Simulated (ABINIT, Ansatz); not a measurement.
# AlBiS3 (Pm-3m): zone-centre phonons, part 2 of 5

Wanted: the vibrations of AlBiS3 (Pm-3m) at Γ, by two programs.

ABINIT 10.8.3; DFT LDA, scalar-relativistic, plane waves, HGH norm-conserving pseudopotentials.

So far. Step 3 (Self-consistent run for the response): The cell stands at -0.62 GPa: the relaxation ran with a smoothed and higher cutoff, and the difference is a stress of the finite basis. The relaxed cell has a = 4.569 Å (conventional setting).

The structure was built from a prototype and need not be the compound's stable phase.

## 4. Zone-centre response

At q = 0 one unit cell holds all displacements. The response is solved for single atoms along the cell's directions, and symmetry skips those that follow from others. The crystal is treated as a metal, which screens a static field, so no field response is asked.

Input file dfpt_gamma.abi:

```

# common to the responses
getwfk_filepath "gso_WFK"
kptopt 2
nqpt 1
qpt 0.0 0.0 0.0
asr 0
chneut 0

# displacements
rfphon 1
rfatpol 1 5
rfdir 1 1 1
tolvrs 1.0d-10
prtwf 0

# basis, mesh and filling
ecut 24.0
ixc 7
ngkpt 6 6 6
nshiftk 1
shiftk 0.0 0.0 0.0
istwfk *1
occopt 7
tsmear 0.01
nband 20
nstep 100
diemac 1000000.0
prtebands 0
prtgsr 0

# cell and atoms
acell 8.634216027 8.634216027 8.634216027
rprim 
    1.0 0.0 0.0
    0.0 1.0 0.0
    0.0 0.0 1.0
ntypat 3
znucl 83 13 16
natom 5
typat 1 2 3 3 3
xred 
    0.0 0.0 0.0
    0.5 0.5 0.5
    0.5 0.5 0.0
    0.5 0.0 0.5
    0.0 0.5 0.5
pp_dirpath "./pseudo"
pseudos "Bi.hgh, Al.hgh, S.hgh"
```

The run is started by

```
$ OMP_NUM_THREADS=1 mpirun -n 4 abinit dfpt_gamma.abi > dfpt_gamma.log
```

Numbers of over 12 decimals in the logs are rounded to 6 here.

dfpt_gamma.abo, the main output file:

```text
[banners, grids, parts of the stress and lines that vanish by symmetry left out]
- input  file    -> dfpt_gamma.abi
- output file    -> dfpt_gamma.abo
- root for input  files -> dfpt_gammai
- root for output files -> dfpt_gammao

 Symmetries : space group Pm -3 m (#221); Bravais cP (primitive cubic)
================================================================================
 Values of the parameters that define the memory need of the present run (RF).
     intxc =       0      iscf =       7    lmnmax =       6     lnmax =       6
     mgfft =      40  mpssoang =       3    mqgrid =    3001     natom =       5
  nloc_mem =       1    nspden =       1   nspinor =       1    nsppol =       1
      nsym =      48    n1xccc =       0    ntypat =       3    occopt =       7
   xclevel =       1
-    mband =          20        mffmem =           1         mkmem =          28
-   mkqmem =          28        mk1mem =          28           mpw =        3695
      nfft =       64000          nkpt =         112
- my_mband =          20
================================================================================
================================================================================

--------------------------------------------------------------------------------
------------- Echo of variables that govern the present computation ------------
--------------------------------------------------------------------------------
-
- outvars: echo of selected default values
-   iomode0 =  0 , fftalg0 =312 , wfoptalg0 =  0
-
- outvars: echo of global parameters not present in the input file
-  max_nthreads =    1
-
 -outvars: echo values of preprocessed input variables
 [... echo left out ...]
================================================================================

 chkinp: Checking input parameters for consistency.

[...]
== DATASET  1 ==================================================================
-   mpi_nproc: 4, omp_nthreads: 1 (-1 if OMP is not activated)

--- !DatasetInfo
iteration_state: {dtset: 1, }
dimensions: {natom: 5, nkpt: 112, mband: 20, nsppol: 1, nspinor: 1, nspden: 1, mpw: 3695, }
cutoff_energies: {ecut:  24.0, pawecutdg:  -1.0, }
electrons: {nelect:   2.60000000E+01, charge:   0.00000000E+00, occopt:   7.00000000E+00, tsmear:   1.00000000E-02, }
meta: {optdriver: 1, rfphon: 1, }
...

 mkfilename: getwfk from: gso_WFK

 Exchange-correlation functional for the present dataset will be:
  LDA: Perdew-Wang 92 LSD fit to Ceperley-Alder data - ixc=7
 Citation for XC functional:
  J.P.Perdew and Y.Wang, PRB 45, 13244 (1992)

 Real(R)+Recip(G) space primitive vectors, cartesian coordinates (Bohr,Bohr^-1):
 R(1)=  8.6342160  0.0000000  0.0000000  G(1)=  0.1158183  0.0000000  0.0000000
 R(2)=  0.0000000  8.6342160  0.0000000  G(2)=  0.0000000  0.1158183  0.0000000
 R(3)=  0.0000000  0.0000000  8.6342160  G(3)=  0.0000000  0.0000000  0.1158183
 Unit cell volume ucvol=  6.4367810E+02 bohr^3
 Angles (23,13,12)=  9.00000000E+01  9.00000000E+01  9.00000000E+01 degrees
 setup1 : take into account q-point for computing boxcut.

 getcut: wavevector=  0.0000  0.0000  0.0000  ngfft=  40  40  40
         ecut(hartree)=     24.000   => boxcut(ratio)=   2.10071

--- Pseudopotential description ------------------------------------------------
- pspini: atom type   1  psp file is ./pseudo/Bi.hgh

- pspini: atom type   2  psp file is ./pseudo/Al.hgh

- pspini: atom type   3  psp file is ./pseudo/S.hgh

   6.09206251E+02                                ecore*ucvol(ha*bohr**3)
--------------------------------------------------------------------------------

 ==>  initialize data related to q vector <==

 The list of irreducible perturbations for this q vector is:
    1)    idir= 1    ipert=   1
    2)    idir= 1    ipert=   2
    3)    idir= 1    ipert=   3
    4)    idir= 3    ipert=   3

[...]
The perturbation idir=   2  ipert=   1 is
 symmetric of a previously calculated perturbation.
 So, its SCF calculation is not needed.

 The perturbation idir=   3  ipert=   1 is
 symmetric of a previously calculated perturbation.
 So, its SCF calculation is not needed.

 The perturbation idir=   2  ipert=   2 is
 symmetric of a previously calculated perturbation.
 So, its SCF calculation is not needed.

 The perturbation idir=   3  ipert=   2 is
 symmetric of a previously calculated perturbation.
 So, its SCF calculation is not needed.

[...]
The perturbation idir=   2  ipert=   5 is
 symmetric of a previously calculated perturbation.
 So, its SCF calculation is not needed.

 The perturbation idir=   3  ipert=   5 is
 symmetric of a previously calculated perturbation.
 So, its SCF calculation is not needed.

--------------------------------------------------------------------------------
 Perturbation wavevector (in red.coord.)   0.000000  0.000000  0.000000
 Perturbation : displacement of atom   1   along direction   1
 Found     8 symmetries that leave the perturbation invariant.

[...]
dfpt_looppert : total number of electrons, from k and k+q
  fully or partially occupied states are    2.600000E+01 and    2.600000E+01.
 Initialisation of the first-order wave-functions :
  ireadwf=   0

--- !BeginCycle
iteration_state: {dtset: 1, }
solver: {iscf: 7, nstep: 100, nline: 4, wfoptalg: 0, }
tolerances: {tolvrs: 1.00E-10, }
...

     iter   2DEtotal(Ha)        deltaE(Ha) residm    vres2
-ETOT  1   51.198770432726     -8.088E+01 5.971E+00 1.710E+05
 ETOT  2  -1.661359     -5.286E+01 4.487E-01 1.567E+03
 ETOT  3  -2.734152     -1.073E+00 1.417E-02 5.633E+02
 ETOT  4  -2.930986     -1.968E-01 6.155E-03 1.241E+00
 ETOT  5  -2.931395     -4.093E-04 1.593E-04 5.792E-03
[...]
At SCF step   11       vres2   =  1.25E-11 < tolvrs=  1.00E-10 =>converged.
[...]
Mean square residual over all n,k,spin=   63.487E-13; max=  28.626E-10

 Thirteen components of 2nd-order total energy (hartree) are
 1,2,3: 0th-order hamiltonian combined with 1st-order wavefunctions
     kin0=   1.10981928E+02 eigvalue=  -2.24414177E-01  local=  -1.93470673E+01
 4,5,6: 1st-order hamiltonian combined with 1st and 0th-order wfs
 loc psp =  -1.56356941E+02  Hartree=   2.67236685E+01     xc=  -1.24837713E+01
 note that "loc psp" includes a xc core correction that could be resolved
 7,8,9: eventually, occupation + non-local contributions
    edocc=   1.28517165E+01     enl0=   1.65061132E+01   enl1=  -1.13659406E+02
 1-9 gives the relaxation energy (to be shifted if some occ is /=2.0)
   erelax=  -1.35008174E+02
 10,11,12 Non-relaxation  contributions : frozen-wavefunctions and Ewald
 fr.local=   2.55125490E+01 fr.nonlo=   5.56246873E+01  Ewald=   5.09395375E+01
 13,14 Frozen wf xc core corrections (1) and (2)
 frxc 1  =   0.00000000E+00  frxc 2 =   0.00000000E+00
 Resulting in :
 2DEtotal=   -0.2931399870E+01 Ha. Also 2DEtotal=   -0.797674541010E+02 eV
    (2DErelax=   -1.3500817374E+02 Ha. 2DEnonrelax=    1.3207677387E+02 Ha)
    (  non-var. 2DEtotal :   -2.9313997740E+00 Ha)

[...]
Perturbation wavevector (in red.coord.)   0.000000  0.000000  0.000000
 Perturbation : displacement of atom   2   along direction   1
 Found     8 symmetries that leave the perturbation invariant.

[...]
dfpt_looppert : total number of electrons, from k and k+q
  fully or partially occupied states are    2.600000E+01 and    2.600000E+01.
 Initialisation of the first-order wave-functions :
  ireadwf=   0

--- !BeginCycle
iteration_state: {dtset: 1, }
solver: {iscf: 7, nstep: 100, nline: 4, wfoptalg: 0, }
tolerances: {tolvrs: 1.00E-10, }
...

     iter   2DEtotal(Ha)        deltaE(Ha) residm    vres2
-ETOT  1   50.821166549124     -4.742E+00 4.728E-01 1.202E+05
[...]
At SCF step   10       vres2   =  8.45E-11 < tolvrs=  1.00E-10 =>converged.
[...]
Mean square residual over all n,k,spin=   22.275E-11; max=  88.919E-09

 Thirteen components of 2nd-order total energy (hartree) are
 1,2,3: 0th-order hamiltonian combined with 1st-order wavefunctions
     kin0=   5.61964144E+01 eigvalue=  -1.57168501E+00  local=  -4.59937748E+01
 4,5,6: 1st-order hamiltonian combined with 1st and 0th-order wfs
 loc psp =   1.14958043E+01  Hartree=   1.36382727E+01     xc=  -3.64128722E+00
 note that "loc psp" includes a xc core correction that could be resolved
 7,8,9: eventually, occupation + non-local contributions
    edocc=   2.60843784E+00     enl0=   2.80390551E+01   enl1=  -1.10046671E+02
 1-9 gives the relaxation energy (to be shifted if some occ is /=2.0)
   erelax=  -4.92754334E+01
 10,11,12 Non-relaxation  contributions : frozen-wavefunctions and Ewald
 fr.local=  -5.80012256E+01 fr.nonlo=   8.00902853E+01  Ewald=   3.34745532E+01
 13,14 Frozen wf xc core corrections (1) and (2)
 frxc 1  =   0.00000000E+00  frxc 2 =   0.00000000E+00
 Resulting in :
 2DEtotal=    0.6288179507E+01 Ha. Also 2DEtotal=    0.171110081353E+03 eV
    (2DErelax=   -4.9275433403E+01 Ha. 2DEnonrelax=    5.5563612910E+01 Ha)
    (  non-var. 2DEtotal :    6.2881797068E+00 Ha)

[...]
Perturbation wavevector (in red.coord.)   0.000000  0.000000  0.000000
 Perturbation : displacement of atom   3   along direction   1
 Found     4 symmetries that leave the perturbation invariant.

[...]
dfpt_looppert : total number of electrons, from k and k+q
  fully or partially occupied states are    2.600000E+01 and    2.600000E+01.
 Initialisation of the first-order wave-functions :
  ireadwf=   0

--- !BeginCycle
iteration_state: {dtset: 1, }
solver: {iscf: 7, nstep: 100, nline: 4, wfoptalg: 0, }
tolerances: {tolvrs: 1.00E-10, }
...

     iter   2DEtotal(Ha)        deltaE(Ha) residm    vres2
-ETOT  1   362.51198243187     -1.272E+02 1.330E+01 9.070E+05
[...]
At SCF step   12       vres2   =  7.79E-11 < tolvrs=  1.00E-10 =>converged.
[...]
Mean square residual over all n,k,spin=   14.413E-12; max=  87.915E-10

 Thirteen components of 2nd-order total energy (hartree) are
 1,2,3: 0th-order hamiltonian combined with 1st-order wavefunctions
     kin0=   5.41220206E+02 eigvalue=  -2.04102324E+01  local=  -5.14035468E+02
 4,5,6: 1st-order hamiltonian combined with 1st and 0th-order wfs
 loc psp =  -7.52278293E+01  Hartree=   1.50672048E+02     xc=  -4.64678584E+01
 note that "loc psp" includes a xc core correction that could be resolved
 7,8,9: eventually, occupation + non-local contributions
    edocc=   2.18876403E+01     enl0=   3.58304228E+02   enl1=  -9.07113297E+02
 1-9 gives the relaxation energy (to be shifted if some occ is /=2.0)
   erelax=  -4.91170562E+02
 10,11,12 Non-relaxation  contributions : frozen-wavefunctions and Ewald
 fr.local=   1.01199084E+01 fr.nonlo=   4.55709961E+02  Ewald=   2.38485188E+01
 13,14 Frozen wf xc core corrections (1) and (2)
 frxc 1  =   0.00000000E+00  frxc 2 =   0.00000000E+00
 Resulting in :
 2DEtotal=   -0.1492173109E+01 Ha. Also 2DEtotal=   -0.406040988220E+02 eV
    (2DErelax=   -4.9117056174E+02 Ha. 2DEnonrelax=    4.8967838863E+02 Ha)
    (  non-var. 2DEtotal :   -1.4921743649E+00 Ha)

[...]
Perturbation wavevector (in red.coord.)   0.000000  0.000000  0.000000
 Perturbation : displacement of atom   3   along direction   3
 Found     8 symmetries that leave the perturbation invariant.

--------------------------------------------------------------------------------

--------------------------------------------------------------------------------

 dfpt_looppert : total number of electrons, from k and k+q
  fully or partially occupied states are    2.600000E+01 and    2.600000E+01.
 Initialisation of the first-order wave-functions :
  ireadwf=   0

--- !BeginCycle
iteration_state: {dtset: 1, }
solver: {iscf: 7, nstep: 100, nline: 4, wfoptalg: 0, }
tolerances: {tolvrs: 1.00E-10, }
...

     iter   2DEtotal(Ha)        deltaE(Ha) residm    vres2
-ETOT  1   448.79200200231     -8.097E+01 2.876E+00 1.086E+06
[...]
ETOT 11   11.734771901269     -4.934E-11 4.632E-08 2.374E-10
 ETOT 12   11.734771901269      0.000E+00 2.119E-08 3.861E-12

 At SCF step   12       vres2   =  3.86E-12 < tolvrs=  1.00E-10 =>converged.
[...]
Mean square residual over all n,k,spin=   56.364E-12; max=  21.191E-09

 Thirteen components of 2nd-order total energy (hartree) are
 1,2,3: 0th-order hamiltonian combined with 1st-order wavefunctions
     kin0=   5.38674197E+02 eigvalue=  -1.26996159E+01  local=  -5.05262898E+02
 4,5,6: 1st-order hamiltonian combined with 1st and 0th-order wfs
 loc psp =  -4.89010552E+01  Hartree=   1.64961357E+02     xc=  -4.76102266E+01
 note that "loc psp" includes a xc core correction that could be resolved
 7,8,9: eventually, occupation + non-local contributions
    edocc=   3.81132172E+01     enl0=   3.41851437E+02   enl1=  -9.87153878E+02
 1-9 gives the relaxation energy (to be shifted if some occ is /=2.0)
   erelax=  -5.18027466E+02
 10,11,12 Non-relaxation  contributions : frozen-wavefunctions and Ewald
 fr.local=  -1.09653553E+02 fr.nonlo=   5.12462986E+02  Ewald=   1.26952805E+02
 13,14 Frozen wf xc core corrections (1) and (2)
 frxc 1  =   0.00000000E+00  frxc 2 =   0.00000000E+00
 Resulting in :
 2DEtotal=    0.1173477190E+02 Ha. Also 2DEtotal=    0.319319410714E+03 eV
    (2DErelax=   -5.1802746650E+02 Ha. 2DEnonrelax=    5.2976223840E+02 Ha)
    (  non-var. 2DEtotal :    1.1734771616E+01 Ha)

[...]
---- first-order wavefunction calculations are completed ----

 ==> Compute Derivative Database <==

 [... matrices left out ...]
  Phonon wavevector (reduced coordinates) :  0.00000  0.00000  0.00000
 Phonon energies in Hartree :
  -6.880919E-04 -6.880919E-04 -6.880919E-04 -6.797948E-04 -6.797948E-04
  -6.797948E-04  1.492135E-05  1.492135E-05  1.492136E-05  4.740397E-04
   4.740397E-04  4.740397E-04  2.080975E-03  2.080975E-03  2.080975E-03
 Phonon frequencies in cm-1    :
- -1.510187E+02 -1.510187E+02 -1.510187E+02 -1.491977E+02 -1.491977E+02
- -1.491977E+02  3.274859E+00  3.274859E+00  3.274859E+00  1.040397E+02
-  1.040397E+02  1.040397E+02  4.567212E+02  4.567212E+02  4.567212E+02

== END DATASET(S) ==============================================================
================================================================================

 -outvars: echo values of variables after computation
            acell      8.6342160270E+00  8.6342160270E+00  8.6342160270E+00 Bohr
           etotal      1.1734771901E+01
            fcart      0.0000000000E+00  0.0000000000E+00  0.0000000000E+00
           strten      0.0000000000E+00  0.0000000000E+00  0.0000000000E+00
================================================================================
```

Wall time 2.1 min (4 MPI ranks of Intel Xeon at 2.70GHz, shared host).

Read from the output:

| Property | Result |
| --- | --- |
| largest acoustic frequency at the zone centre before the sum rule | 3.27 cm⁻¹ |
| highest optical zone-centre mode (no LO-TO term) | 456.7 cm⁻¹ |
| lowest optical zone-centre mode | -151.0 cm⁻¹ |

The acoustic modes at Γ come out as far as 3.3 cm⁻¹ from zero, where they should vanish, a small numerical error. The lowest optical mode is imaginary, 151i cm⁻¹, an instability at this level and on this k mesh.

[end of part 2 of 5]

[Host names and launcher messages were left out of these logs when they were recorded.]

[Logs are printed without paths, hosts, clocks, repeated set-up lines and the standing remarks that a program may print on its own settings, such as how far it seeks lower states.]

[Hosts, paths, dates, database ids (printed as entryN), source tags and the programs' standing remarks are cut or masked in the printed files.]
